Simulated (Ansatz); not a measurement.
# Nb2NO2 monolayer: relaxing the cell for a phonon run, part 2 of 2

Aim: bring Nb2NO2 monolayer to small forces and stress, as phonons need.

Ansatz 0.2.0; DFT PBEsol, scalar-relativistic, plane waves, PAW; PAW set soft_1.

So far. Step 2 (Probe on a coarse mesh): The coarse mesh shows no gap.

## (5) Relaxing to small forces for the phonons

Phonons need a cell at rest on their own settings, so the relaxation is repeated with tight tolerances on forces and stress, using the mesh and the filling of the phonon run that follows.

input.yaml reads:

```yaml
crystal:
  lattice:
    - [3.0994492193, 0.0, 0.0]
    - [-1.5497246096, 2.6842017616, 0.0]
    - [0.0, 0.0, 32.6]
  atoms:
    - { symbol: "N", position: [0.0, 0.0, 0.3067484663] }
    - { symbol: Nb, position: [0.3333333333, 0.6666666667, 0.343378114] }
    - { symbol: Nb, position: [0.6666666667, 0.3333333333, 0.2701188185] }
    - { symbol: O, position: [0.6666666667, 0.3333333333, 0.3761620074] }
    - { symbol: O, position: [0.3333333333, 0.6666666667, 0.2373349251] }
  periodic: [true, true, false]
kpoints:
  mp_grid: { grid: [18, 18, 1] }
hamiltonian:
  xc: pbesol
  pseudopotentials: { kind: paw, azcp: { folder: soft_1 }, xc_functional: pbe }
scf:
  occupations: { method: methfessel_paxton, width: 0.2 }
output:
  forces: true
  stress: true
  eigenvalues: true
  write_density: true
  write_potential: true
  elf: true
  volumetric_format: npy
relax:
  adjacent_minimum: "off"
  f_tol: 0.001
  max_steps: 60
  cell: { stress_2d_tol: 0.002 }
```

Run with:

```console
$ ansatz run input.yaml --threads 4 --pin off --max-ram 16384MiB --backend cpu --events-out ev --progress --plain --runs-dir out
```

Numbers of over 12 decimals in the logs are rounded to 6 here.

The log of the run:

```text
[...]
Crystal: 5 atoms, lattice volume = 271.217 Å³
Basis set: ecut = 420 eV, 5257 PW (Γ), exchange–correlation on 48×48×450 points (8 copies of the dense FFT grid, shifted against one another)
Bands: 27, of which v1, the nominal top of the filled ones, is band 22 counted from 1 (21 counted from 0)
Symmetry: 12 space group operations
[...]
k-points: 37 of 324
[...]
cell:  # Å, volume = 271.2576 Å³
    - [3.099680, -2.8869580022723633e-11, 0]
    - [-1.549840, 2.684401, 0]
    - [0, 0, 32.6]
  atoms:
    - { symbol: N, position: [0, 0, 0.30674846626] }
    - { symbol: Nb, position: [0.333333, 0.666667, 0.343374] }
    - { symbol: Nb, position: [0.666667, 0.333333, 0.270123] }
    - { symbol: O, position: [0.666667, 0.333333, 0.376158] }
    - { symbol: O, position: [0.333333, 0.666667, 0.237339] }
[key lines of the parts left out:]
SCF converged after 6 iterations
Free energy (F): -10495.728781 eV
Fermi energy:    -5.677717 eV
P = ½ c Tr σ = 0.0010 N/m
```

It took 28 s on 4 threads of Arm Neoverse V1, shared host; peak memory 0.73 GiB; 1.8 min of CPU time.

Little changed from the start: no atom moved by 0.005 Å and no cell edge by 0.1 %.

Valence density in the ac plane at fractional y = 0.333, with atoms of Nb and O within 0.2 Å of it. It is the smooth field of the valence electrons, not physical close to the nuclei.

Ten steps, logarithmic in the rise over the least value, from '_' (0.0 e/Å³) to '@' (4.4 e/Å³), each cell a mean:
```
________________________________
________________________________
________________________________
________________________________
________________________________
________________________________
________________________________
________________________________
________________________________
________________________________
________________________________
________________________________
________________________________
________________________________
--::....::::==++##%%@@@@%%##**==
++++****++++++++**##%%%%##**++++
++++++++++++====++++****++++====
++==========**##@@@@@@@@@@@@%%**
--========----------======------
________________________________
________________________________
________________________________
________________________________
________________________________
```
Columns run along a (3.1 Å), rows up along c (32.6 Å). Atoms in or near the plane, at fractional coordinates: Nb at (0.67, 0.27), O at (0.67, 0.38).

Electrostatic potential energy in the ac plane at fractional y = 0.333, with atoms of Nb and O within 0.2 Å of it. With pseudopotentials it is smooth inside the atoms' cores, unlike the true potential.

Ten even steps from '0' (-37 eV) to '9' (0 eV), each cell a mean:
```
9999999999999999
9999999999999999
9999999999999999
9999999999999999
9999999999999999
9999999999999999
9999999999999999
9999999999999999
9999999999999999
9999999999999999
9999999999999999
9999999999999999
9999999999999999
9999999999999999
9999999854434579
5433456665555566
7766677665555667
5777763000000002
9999998877777788
9999999999999999
9999999999999999
9999999999999999
9999999999999999
9999999999999999
```
Columns run along a (3.1 Å; values clipped at the 3rd and 97th percentile), rows up along c (32.6 Å). Atoms in or near the plane, at fractional coordinates: Nb at (0.67, 0.27), O at (0.67, 0.38).

ELF in the ac plane at fractional y = 0.333, with atoms of Nb and O within 0.2 Å of it. It is the smooth field of the valence electrons, not physical close to the nuclei.

Ten even steps from '_' (0.00) to '@' (0.75), each cell a mean:
```
________________________________
________________________________
________________________________
________________________________
________________________________
________________________________
________________________________
________________________________
________________________________
________________________________
________________________________
________________________________
________________________________
________________..............__
==..____..--**%%@@@@@@%%@@@@@@##
::::------::--==++**********++--
==++++**++==--------------------
::::------::--##@@%%##**%%@@%%==
==**####**++--::......::......::
________________________________
________________________________
________________________________
________________________________
________________________________
```
Columns run along a (3.1 Å), rows up along c (32.6 Å). Atoms in or near the plane, at fractional coordinates: Nb at (0.67, 0.27), O at (0.67, 0.38).

The largest force component left is 0.25 meV/Å, within the tolerances set.

## (6) What came out

```json
{
 "space group after relaxation (within 0.01 Å)": "P-3m1",
 "lattice constant a": "3.100 Å",
 "lattice constant b": "3.100 Å",
 "area per atom": "1.66 Å²"
}
```

**Reading.** The largest force component left is 0.25 meV/Å, within the tolerances set. The relaxation keeps the symmetry of its start, so it says nothing on stability against lower symmetry. The runs are without spin polarisation, although the cell has an odd electron count. The PAW files were made for PBE and serve the other functionals too. The starting cell was built on a prototype and not taken from a measurement.

[Logs are printed without paths, hosts, clocks, repeated set-up lines and the standing remarks that a program may print on its own settings, such as how far it seeks lower states.]

[Hosts, paths, dates, database ids (printed as entryN), source tags and the programs' standing remarks are cut or masked in the printed files.]
